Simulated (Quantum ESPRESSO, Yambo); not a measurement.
An input for Yambo 5.3.0 (SiO2 (Quartz)):

```
HF_and_locXC
gw0
dyson
mpa
em1d
rim_cut
RandQpts= 1000000
RandGvec= 1 RL
EXXRLvcs= 72 Ry
VXCRLvcs= 288 Ry
Chimod= "HARTREE"
% BndsRnXm
 1 | 216 |
%
NGsBlkXm= 10 Ry
% LongDrXm
 1 | 1 | 1 |
%
% GbndRnge
 1 | 216 |
%
DysSolver= "n"
ExtendOut
EnSampXm= "2l"
EnGridXm= "ho"
% EnRngeXm
 0 | 60 | eV
%
% ImRngeXm
 1 | 27.21138 | eV
%
% DmRngeXm
 0.001 | 2.721138 | eV
%
ETStpsXm= 16
IntSolXm= "PT"
% QPkrange
 5 | 5 | 23 | 26 |
 1 | 1 | 23 | 26 |
%
```

```sh
OMP_NUM_THREADS=2 mpirun -n 2 yambo -F gw9.in -J gw9 -C gw9 > gw9.log
```

The stored states that it reads are on a 3×3×2 mesh. Symmetry: P3_121, No. 152, trigonal system. The conventional cell has a = 4.916 Å, b = 4.916 Å, c = 5.409 Å, α = 90.00°, β = 90.00°, γ = 120.00°. Nearest to Si lie 4 O at 1.61 Å. Nearest to O lie 2 Si at 1.61 Å. Farther neighbours and most contacts between anions are not listed.

Question: Estimate wall time and host memory on 2 MPI ranks of Arm Neoverse V1, shared host.

It took 21 min; on shared hardware allow 11 min to 43 min. Peak host memory was 1.4 GiB.

The screening grows as filled bands × empty bands × pairs of k points, times the square of the screening basis for the matrix.

[Paths, hosts, dates, memory and timing lines, banners, echoed tables and standing remarks are left out of the program output.]

[Logs are printed without paths, hosts, clocks, repeated set-up lines and the standing remarks that a program may print on its own settings, such as how far it seeks lower states.]

[Runs of the session that timed out or met a known fault of the program may be left out.]

[Hosts, paths, dates, database ids (printed as entryN), source tags and the programs' standing remarks are cut or masked in the printed files.]
